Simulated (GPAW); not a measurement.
# Calculated records

## SnF4 (I4/mmm): one start, several treatments of the self-energy

The structure is tetragonal, space group I4/mmm (No. 139). Conventional cell: a = 4.050 Å, b = 4.050 Å, c = 7.930 Å, α = 90.00°, β = 90.00°, γ = 90.00°. Sn has 6 F at 1.88 to 2.03 Å nearest. F has 1 Sn at 1.88 Å nearest. Nearest to F lie 2 Sn at 2.03 Å. Farther neighbours and most contacts between anions are not listed.

```
Sn F
1.0
    -2.02500    2.02500    3.96500
     2.02500   -2.02500    3.96500
     2.02500    2.02500   -3.96500
Sn F
1 4
Direct
  0.00000 0.00000 0.00000
  0.23700 0.23700 0.00000
  0.76300 0.76300 0.00000
  0.50000 0.00000 0.50000
  0.00000 0.50000 0.50000
```

| Item | Value |
| --- | --- |
| method | DFT, LDA, plane waves, PAW (and 3 further levels or steps) |
| program | GPAW 26.7.0 |
| settings of one run | cutoff 600 eV, GPAW PAW setups 1.2.1 data release, 4×4×4 k-mesh, nbands 228 |
| cost | 6 runs, 9.4 min in all on 4 MPI ranks of Arm Neoverse V1, shared host (the runs of this entry) |
| notes | The cell and positions come from the Crystallography Open Database and are kept as given unless a step says otherwise. Limits: no spin-orbit coupling. Bands and cutoff are finite, so the gap is not at the basis limit. The miss can reach some tenths of an eV and take either sign; the mesh is an error of its own. The program warns of a poor linear fit in the extrapolation of some level, so the extrapolated values are rough. |
| G0W0, Godby-Needs plasmon pole | 7.270 eV |
| one-shot HSE06 | 5.964 eV |
| G0W0, extrapolated in the cutoff | 7.089 eV |
| one-shot Hartree-Fock | 15.905 eV |
| G0W0, full frequency, Hilbert transform | 7.146 eV |
| known limits | not at the basis limit; no spin-orbit coupling |

One-shot HSE06: −1.305 eV against G0W0, Godby-Needs plasmon pole. G0W0, extrapolated in the cutoff: −0.181 eV against G0W0, Godby-Needs plasmon pole, at other bands or cutoff, so not like for like.

[Paths, hosts, dates, memory and timing lines, banners, echoed tables and standing remarks are left out of the program output.]

[Logs are printed without paths, hosts, clocks, repeated set-up lines and the standing remarks that a program may print on its own settings, such as how far it seeks lower states.]

[Runs of the session that timed out or met a known fault of the program may be left out.]

[Hosts, paths, dates, database ids (printed as entryN), source tags and the programs' standing remarks are cut or masked in the printed files.]
